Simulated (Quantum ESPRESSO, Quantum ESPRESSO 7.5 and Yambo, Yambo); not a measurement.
## NH4Br (P-43m): G0W0 with Yambo, start to end

Wanted: ground state, empty states, screening and self-energy for NH4Br (P-43m).

Method: PBEsol and many-body steps on it, plane waves, in Quantum ESPRESSO 7.5 and Yambo 5.3.0.

## 1. Starting point

Symmetry: P-43m, No. 215, cubic system. Conventional cell: a = 4.000 Å, b = 4.000 Å, c = 4.000 Å, α = 90.00°, β = 90.00°, γ = 90.00°. Nearest to H lie 1 N at 1.03 Å. Nearest to Br lie 4 H at 2.44 Å. Nearest to N lie 4 H at 1.03 Å. Farther neighbours and most contacts between anions are not listed.

The cell and positions come from the Crystallography Open Database and are kept as given unless a step says otherwise.

## 2. Ground state

This step: Quantum ESPRESSO 7.5; DFT, PBEsol, plane waves, norm-conserving pseudopotentials.

The ground-state density comes first.

Contents of pw.in:

```
&control
  calculation = 'scf'
  prefix = 'x'
  outdir = 'o'
  pseudo_dir = 'pseudo'
/
&system
  ibrav = 0
  nat = 6
  ntyp = 3
  ecutwfc = 72.0
  nbnd = 15
  force_symmorphic = .true.
/
&electrons
  conv_thr = 1e-10
  electron_maxstep = 80
  mixing_beta = 0.5
/
ATOMIC_SPECIES
  H 1.008 H.upf
  Br 79.904 Br.upf
  N 14.007 N.upf
CELL_PARAMETERS angstrom
  4.0000000000 0.0000000000 0.0000000000
  0.0000000000 4.0000000000 0.0000000000
  0.0000000000 0.0000000000 4.0000000000
ATOMIC_POSITIONS crystal
  H 0.1480000000 0.1480000000 0.1480000000
  H 0.1480000000 0.8520000000 0.8520000000
  H 0.8520000000 0.8520000000 0.1480000000
  H 0.8520000000 0.1480000000 0.8520000000
  Br 0.5000000000 0.5000000000 0.5000000000
  N 0.0000000000 0.0000000000 0.0000000000
K_POINTS automatic
  6 6 6 0 0 0
```

Run with:

```console
> OMP_NUM_THREADS=1 mpirun -n 4 pw.x -nk 4 -in pw.in > pw.out
```

The log of the run:

```text
Program PWSCF v.7.5 starts

     This program is part of the open-source Quantum ESPRESSO suite
     for quantum simulation of materials; please cite
         "P. Giannozzi et al., J. Phys.:Condens. Matter 21 395502 (2009);
         "P. Giannozzi et al., J. Phys.:Condens. Matter 29 465901 (2017);
         "P. Giannozzi et al., J. Chem. Phys. 152 154105 (2020);
     in publications or presentations arising from this work. More details at
     Message from routine setup:
     using ibrav=0 with symmetry is DISCOURAGED, use correct ibrav instead

     G-vector sticks info

     bravais-lattice index     =            0
     lattice parameter (alat)  =       7.5589  a.u.
     unit-cell volume          =     431.8934 (a.u.)^3
     number of atoms/cell      =            6
     number of atomic types    =            3
     number of electrons       =        16.00
     number of Kohn-Sham states=           15
     kinetic-energy cutoff     =      72.0000  Ry
     charge density cutoff     =     288.0000  Ry
     scf convergence threshold =      1.0E-10
     mixing beta               =       0.5000
     number of iterations used =            8  plain     mixing
     Exchange-correlation= PBESOL
                           (   1   4  10   8   0   0   0)

     celldm(1)=   7.558904  celldm(2)=   0.000000  celldm(3)=   0.000000
     celldm(4)=   0.000000  celldm(5)=   0.000000  celldm(6)=   0.000000

     crystal axes: (cart. coord. in units of alat)
               a(1) = (   1.000000   0.000000   0.000000 )
               a(2) = (   0.000000   1.000000   0.000000 )
               a(3) = (   0.000000   0.000000   1.000000 )

     reciprocal axes: (cart. coord. in units 2 pi/alat)
               b(1) = (  1.000000  0.000000  0.000000 )
               b(2) = (  0.000000  1.000000  0.000000 )
               b(3) = (  0.000000  0.000000  1.000000 )
     Pseudo is Norm-conserving, Zval =  1.0
     Generated using ONCVPSP code by D. R. Hamann
     Using radial grid of 1180 points,  3 beta functions with:
     Pseudo is Norm-conserving + core correction, Zval =  7.0
     Generated using ONCVPSP code by D. R. Hamann
     Using radial grid of 1098 points,  6 beta functions with:
     Pseudo is Norm-conserving + core correction, Zval =  5.0
     Generated using ONCVPSP code by D. R. Hamann
     Using radial grid of 1058 points,  4 beta functions with:
     H                 1.00     1.00800     H ( 1.00)
     Br                7.00    79.90400     Br( 1.00)
     N                 5.00    14.00700     N ( 1.00)

     24 Sym. Ops. (no inversion) found

   Cartesian axes

     site n.     atom                  positions (alat units)
         1        H      tau(   1) = (   0.1480000   0.1480000   0.1480000  )
         2        H      tau(   2) = (   0.1480000   0.8520000   0.8520000  )
         3        H      tau(   3) = (   0.8520000   0.8520000   0.1480000  )
         4        H      tau(   4) = (   0.8520000   0.1480000   0.8520000  )
         5        Br     tau(   5) = (   0.5000000   0.5000000   0.5000000  )
         6        N      tau(   6) = (   0.0000000   0.0000000   0.0000000  )

     number of k points=    20
                       cart. coord. in units 2pi/alat
        k(    1) = (   0.0000000   0.0000000   0.0000000), wk =   0.0092593
        k(    2) = (   0.0000000   0.0000000   0.1666667), wk =   0.0555556
        k(    3) = (   0.0000000   0.0000000   0.3333333), wk =   0.0555556
        k(    4) = (   0.0000000   0.0000000  -0.5000000), wk =   0.0277778
        k(    5) = (   0.0000000   0.1666667   0.1666667), wk =   0.1111111
        k(    6) = (   0.0000000   0.1666667   0.3333333), wk =   0.2222222
        k(    7) = (   0.0000000   0.1666667  -0.5000000), wk =   0.1111111
        k(    8) = (   0.0000000   0.3333333   0.3333333), wk =   0.1111111
        k(    9) = (   0.0000000   0.3333333  -0.5000000), wk =   0.1111111
        k(   10) = (   0.0000000  -0.5000000  -0.5000000), wk =   0.0277778
     [... 8 further rows ...]
        k(   19) = (   0.3333333  -0.5000000  -0.5000000), wk =   0.0555556
        k(   20) = (  -0.5000000  -0.5000000  -0.5000000), wk =   0.0092593

     Dense  grid:    35585 G-vectors     FFT dimensions: (  45,  45,  45)

     Initial potential from superposition of free atoms

     starting charge      15.9999, renormalised to      16.0000
     Starting wfcs are   12 randomized atomic wfcs +    3 random wfcs

     per-process dynamical memory:    31.2 Mb

     Self-consistent Calculation

     iteration #  1     ecut=    72.00 Ry     beta= 0.50

     total energy              =     -56.87071471 Ry
     estimated scf accuracy    <       0.42298189 Ry

     iteration #  2     ecut=    72.00 Ry     beta= 0.50

     total energy              =     -56.95651046 Ry
     estimated scf accuracy    <       0.04178021 Ry

     iteration #  3     ecut=    72.00 Ry     beta= 0.50

     total energy              =     -56.96115411 Ry
     estimated scf accuracy    <       0.00685629 Ry

     iteration #  4     ecut=    72.00 Ry     beta= 0.50

     total energy              =     -56.96150930 Ry
     estimated scf accuracy    <       0.00032907 Ry

     iteration #  5     ecut=    72.00 Ry     beta= 0.50

     total energy              =     -56.96153303 Ry
     estimated scf accuracy    <       0.00001850 Ry

     iteration #  6     ecut=    72.00 Ry     beta= 0.50

     total energy              =     -56.96153630 Ry
     estimated scf accuracy    <       0.00000457 Ry

     iteration #  7     ecut=    72.00 Ry     beta= 0.50

     total energy              =     -56.96153722 Ry
     estimated scf accuracy    <       0.00000002 Ry

     iteration #  8     ecut=    72.00 Ry     beta= 0.50

     total energy              =     -56.96153723 Ry
     estimated scf accuracy    <          4.4E-09 Ry

     iteration #  9     ecut=    72.00 Ry     beta= 0.50

     End of self-consistent calculation

          k = 0.0000 0.0000 0.0000 (  4457 PWs)   bands (ev):

   -17.2461 -11.6155  -6.4960  -6.4960  -6.4960   0.9917   0.9917   0.9917
     5.1764   7.8780   7.8780  10.8887  10.8887  10.8887  15.6505

          k = 0.0000 0.0000 0.1667 (  4461 PWs)   bands (ev):

   -17.2253 -11.6272  -6.5177  -6.4757  -6.4757   0.4126   0.9614   0.9614
     5.8384   8.1319   8.5108  10.7587  10.7587  10.9851  14.2279

          k = 0.0000 0.0000 0.3333 (  4492 PWs)   bands (ev):

   -17.1829 -11.6537  -6.5477  -6.4346  -6.4346  -0.4590   0.8980   0.8980
     7.0853   8.8887   9.4507  10.6133  10.6133  11.4191  11.9829

          k = 0.0000 0.0000-0.5000 (  4436 PWs)   bands (ev):

     [... further k-points ...]

     highest occupied, lowest unoccupied level (ev):     1.0790    5.1764

!    total energy              =     -56.96153723 Ry
     estimated scf accuracy    <          1.6E-11 Ry

     The total energy is the sum of the following terms:
     one-electron contribution =     -15.67492177 Ry
     hartree contribution      =      13.20875457 Ry
     xc contribution           =     -19.15970609 Ry
     ewald contribution        =     -35.33566395 Ry

     convergence has been achieved in   9 iterations

     XML data file, charge density, pseudopotentials, collected wavefunctions

=------------------------------------------------------------------------------=
   JOB DONE.
=------------------------------------------------------------------------------=
```

Wall time 5 s (4 MPI ranks of Arm Neoverse V2, shared host); peak memory 0.27 GiB; 20 s of CPU time.

This step gave:

| Item | Value |
| --- | --- |
| total energy | -775.0012 eV |
| gap | 4.097 eV |
| k of the valence top | 0, -0.5, -0.5 |
| k of the conduction bottom | 0, 0, 0 |
| least direct gap | 4.185 eV |

The gap is indirect, with the least direct gap 0.09 eV higher.

## 3. Bands along the symmetry lines

Levels along a band path, at the cheap level, show where the edges lie and whether the meshes to come will hold them.

Contents of pw.in:

```
&control
  calculation = 'bands'
  prefix = 'x'
  outdir = 'o'
  pseudo_dir = 'pseudo'
/
&system
  ibrav = 0
  nat = 6
  ntyp = 3
  ecutwfc = 72.0
  nbnd = 14
  force_symmorphic = .true.
/
&electrons
  conv_thr = 1e-9
  electron_maxstep = 80
  diago_full_acc = .true.
  diago_thr_init = 5e-6
/
ATOMIC_SPECIES
  H 1.008 H.upf
  Br 79.904 Br.upf
  N 14.007 N.upf
CELL_PARAMETERS angstrom
  4.0000000000 0.0000000000 0.0000000000
  0.0000000000 4.0000000000 0.0000000000
  0.0000000000 0.0000000000 4.0000000000
ATOMIC_POSITIONS crystal
  H 0.1480000000 0.1480000000 0.1480000000
  H 0.1480000000 0.8520000000 0.8520000000
  H 0.8520000000 0.8520000000 0.1480000000
  H 0.8520000000 0.1480000000 0.8520000000
  Br 0.5000000000 0.5000000000 0.5000000000
  N 0.0000000000 0.0000000000 0.0000000000
K_POINTS crystal
  50
  0.00000000 0.00000000 0.00000000 1
  0.00000000 0.06250000 0.00000000 1
  0.00000000 0.12500000 0.00000000 1
  0.00000000 0.18750000 0.00000000 1
  0.00000000 0.25000000 0.00000000 1
  0.00000000 0.31250000 0.00000000 1
  0.00000000 0.37500000 0.00000000 1
  0.00000000 0.43750000 0.00000000 1
  0.00000000 0.50000000 0.00000000 1
  0.06250000 0.50000000 0.00000000 1
  0.12500000 0.50000000 0.00000000 1
  0.18750000 0.50000000 0.00000000 1
  0.25000000 0.50000000 0.00000000 1
  0.31250000 0.50000000 0.00000000 1
  0.37500000 0.50000000 0.00000000 1
  0.43750000 0.50000000 0.00000000 1
  0.50000000 0.50000000 0.00000000 1
  0.43750000 0.43750000 0.00000000 1
  0.37500000 0.37500000 0.00000000 1
  0.31250000 0.31250000 0.00000000 1
  0.25000000 0.25000000 0.00000000 1
  0.18750000 0.18750000 0.00000000 1
  0.12500000 0.12500000 0.00000000 1
  0.06250000 0.06250000 0.00000000 1
  0.00000000 0.00000000 0.00000000 1
  0.06250000 0.06250000 0.06250000 1
  0.12500000 0.12500000 0.12500000 1
  0.18750000 0.18750000 0.18750000 1
  0.25000000 0.25000000 0.25000000 1
  0.31250000 0.31250000 0.31250000 1
  0.37500000 0.37500000 0.37500000 1
  0.43750000 0.43750000 0.43750000 1
  0.50000000 0.50000000 0.50000000 1
  0.43750000 0.50000000 0.43750000 1
  0.37500000 0.50000000 0.37500000 1
  0.31250000 0.50000000 0.31250000 1
  0.25000000 0.50000000 0.25000000 1
  0.18750000 0.50000000 0.18750000 1
  0.12500000 0.50000000 0.12500000 1
  0.06250000 0.50000000 0.06250000 1
  0.00000000 0.50000000 0.00000000 1
  0.50000000 0.50000000 0.50000000 1
  0.50000000 0.50000000 0.43750000 1
  0.50000000 0.50000000 0.37500000 1
  0.50000000 0.50000000 0.31250000 1
  0.50000000 0.50000000 0.25000000 1
  0.50000000 0.50000000 0.18750000 1
  0.50000000 0.50000000 0.12500000 1
  0.50000000 0.50000000 0.06250000 1
  0.50000000 0.50000000 0.00000000 1
```

The log of the run:

```text
[banner, memory and clock lines left out]
Program PWSCF v.7.5 starts

     Atomic positions and unit cell read from directory:
     o/x.save/

     Message from routine setup:
     using ibrav=0 with symmetry is DISCOURAGED, use correct ibrav instead

     G-vector sticks info

     bravais-lattice index     =            0
     lattice parameter (alat)  =       7.5589  a.u.
     unit-cell volume          =     431.8934 (a.u.)^3
     number of atoms/cell      =            6
     number of atomic types    =            3
     number of electrons       =        16.00
     number of Kohn-Sham states=           14
     kinetic-energy cutoff     =      72.0000  Ry
     charge density cutoff     =     288.0000  Ry
     Exchange-correlation= PBESOL
                           (   1   4  10   8   0   0   0)

     celldm(1)=   7.558904  celldm(2)=   0.000000  celldm(3)=   0.000000
     celldm(4)=   0.000000  celldm(5)=   0.000000  celldm(6)=   0.000000

     crystal axes: (cart. coord. in units of alat)
               a(1) = (   1.000000   0.000000   0.000000 )
               a(2) = (   0.000000   1.000000   0.000000 )
               a(3) = (   0.000000   0.000000   1.000000 )

     reciprocal axes: (cart. coord. in units 2 pi/alat)
               b(1) = (  1.000000  0.000000  0.000000 )
               b(2) = (  0.000000  1.000000  0.000000 )
               b(3) = (  0.000000  0.000000  1.000000 )
     Pseudo is Norm-conserving, Zval =  1.0
     Generated using ONCVPSP code by D. R. Hamann
     Using radial grid of 1180 points,  3 beta functions with:
     Pseudo is Norm-conserving + core correction, Zval =  7.0
     Generated using ONCVPSP code by D. R. Hamann
     Using radial grid of 1098 points,  6 beta functions with:
     Pseudo is Norm-conserving + core correction, Zval =  5.0
     Generated using ONCVPSP code by D. R. Hamann
     Using radial grid of 1058 points,  4 beta functions with:
     H                 1.00     1.00800     H ( 1.00)
     Br                7.00    79.90400     Br( 1.00)
     N                 5.00    14.00700     N ( 1.00)

     24 Sym. Ops. (no inversion) found

   Cartesian axes

     site n.     atom                  positions (alat units)
         1        H      tau(   1) = (   0.1480000   0.1480000   0.1480000  )
         2        H      tau(   2) = (   0.1480000   0.8520000   0.8520000  )
         3        H      tau(   3) = (   0.8520000   0.8520000   0.1480000  )
         4        H      tau(   4) = (   0.8520000   0.1480000   0.8520000  )
         5        Br     tau(   5) = (   0.5000000   0.5000000   0.5000000  )
         6        N      tau(   6) = (   0.0000000   0.0000000   0.0000000  )

     number of k points=    50
                       cart. coord. in units 2pi/alat
        k(    1) = (   0.0000000   0.0000000   0.0000000), wk =   0.0400000
        k(    2) = (   0.0000000   0.0625000   0.0000000), wk =   0.0400000
        k(    3) = (   0.0000000   0.1250000   0.0000000), wk =   0.0400000
[...]
[... 38 further rows ...]
        k(   49) = (   0.5000000   0.5000000   0.0625000), wk =   0.0400000
        k(   50) = (   0.5000000   0.5000000   0.0000000), wk =   0.0400000

     Dense  grid:    35585 G-vectors     FFT dimensions: (  45,  45,  45)

     The potential is recalculated from file :
     o/x.save/charge-density

     Starting wfcs are   12 randomized atomic wfcs +    2 random wfcs

     Band Structure Calculation

     End of band structure calculation

          k = 0.0000 0.0000 0.0000 (  4457 PWs)   bands (ev):

   -17.2461 -11.6155  -6.4960  -6.4960  -6.4960   0.9917   0.9917   0.9917
     5.1764   7.8781   7.8781  10.8887  10.8887  10.8887

          k = 0.0000 0.0625 0.0000 (  4441 PWs)   bands (ev):

   -17.2429 -11.6173  -6.4996  -6.4929  -6.4929   0.8927   0.9872   0.9872
     5.2859   7.9138   7.9741  10.8663  10.8663  10.9028

          k = 0.0000 0.1250 0.0000 (  4465 PWs)   bands (ev):

   -17.2339 -11.6222  -6.5093  -6.4842  -6.4842   0.6344   0.9741   0.9741
     5.5779   8.0209   8.2492  10.8076  10.8076  10.9436

[...]
k = 0.5000 0.5000 0.0625 (  4468 PWs)   bands (ev):

   -17.1039 -11.4491  -6.8730  -6.8730  -6.3359  -0.0072  -0.0072   1.0055
     6.6968   7.6906   9.1002   9.1002  11.7916  11.7916

          k = 0.5000 0.5000 0.0000 (  4468 PWs)   bands (ev):

   -17.1057 -11.4548  -6.8788  -6.8788  -6.3201   0.0078   0.0078   1.0790
     6.6430   7.5520   9.1207   9.1207  11.8020  11.8020

     XML data file, pseudopotentials, collected wavefunctions
```

Elapsed: 3.9 s, on 4 MPI ranks; peak memory 0.23 GiB.

Numbers from this step:

| Quantity | Value |
| --- | --- |
| gap | 4.097 eV |
| k of the valence top | 0.5, 0.5, 0 |
| k of the conduction bottom | 0, 0, 0 |
| least direct gap | 4.185 eV |

The gap is 4.097 eV, as in the run before at this level.

The electronic bands at the labelled points (eV, zero at the top of the highest filled band; v1 is the highest filled band, c1 the lowest empty one):

| point | v4 | v3 | v2 | v1 | c1 | c2 | c3 | c4 |
| --- | --- | --- | --- | --- | --- | --- | --- | --- |
| Γ | -7.58 | -0.09 | -0.09 | -0.09 | 4.10 | 6.80 | 6.80 | 9.81 |
| halfway | -7.53 | -1.13 | -0.15 | -0.15 | 5.36 | 7.37 | 8.02 | 9.59 |
| X | -7.49 | -1.90 | -0.21 | -0.21 | 6.91 | 8.12 | 8.85 | 9.36 |
| halfway | -7.44 | -1.50 | -0.70 | -0.11 | 6.64 | 6.82 | 8.67 | 8.82 |
| M | -7.40 | -1.07 | -1.07 | 0.00 | 5.56 | 6.47 | 8.04 | 8.04 |
| halfway | -7.47 | -1.15 | -0.66 | -0.13 | 5.93 | 7.59 | 8.79 | 8.87 |
| Γ | -7.58 | -0.09 | -0.09 | -0.09 | 4.10 | 6.80 | 6.80 | 9.81 |
| halfway | -7.58 | -0.93 | -0.79 | -0.79 | 6.77 | 8.01 | 8.27 | 8.27 |
| R | -7.80 | -1.47 | -1.47 | -1.47 | 7.75 | 7.75 | 7.75 | 10.18 |
| halfway | -7.65 | -1.38 | -0.91 | -0.60 | 6.60 | 7.63 | 8.05 | 8.66 |
| X | -7.49 | -1.90 | -0.21 | -0.21 | 6.91 | 8.12 | 8.85 | 9.36 |
| jump to R | -7.80 | -1.47 | -1.47 | -1.47 | 7.75 | 7.75 | 7.75 | 10.18 |
| halfway | -7.60 | -1.27 | -1.27 | -0.83 | 6.42 | 7.84 | 7.84 | 8.16 |
| M | -7.40 | -1.07 | -1.07 | 0.00 | 5.56 | 6.47 | 8.04 | 8.04 |

(Continued in part 2 of 3.)

[Paths, hosts, dates, memory and timing lines, banners, echoed tables and standing remarks are left out of the program output.]

[Logs are printed without paths, hosts, clocks, repeated set-up lines and the standing remarks that a program may print on its own settings, such as how far it seeks lower states.]

[Runs of the session that timed out or met a known fault of the program may be left out.]

[Hosts, paths, dates, database ids (printed as entryN), source tags and the programs' standing remarks are cut or masked in the printed files.]
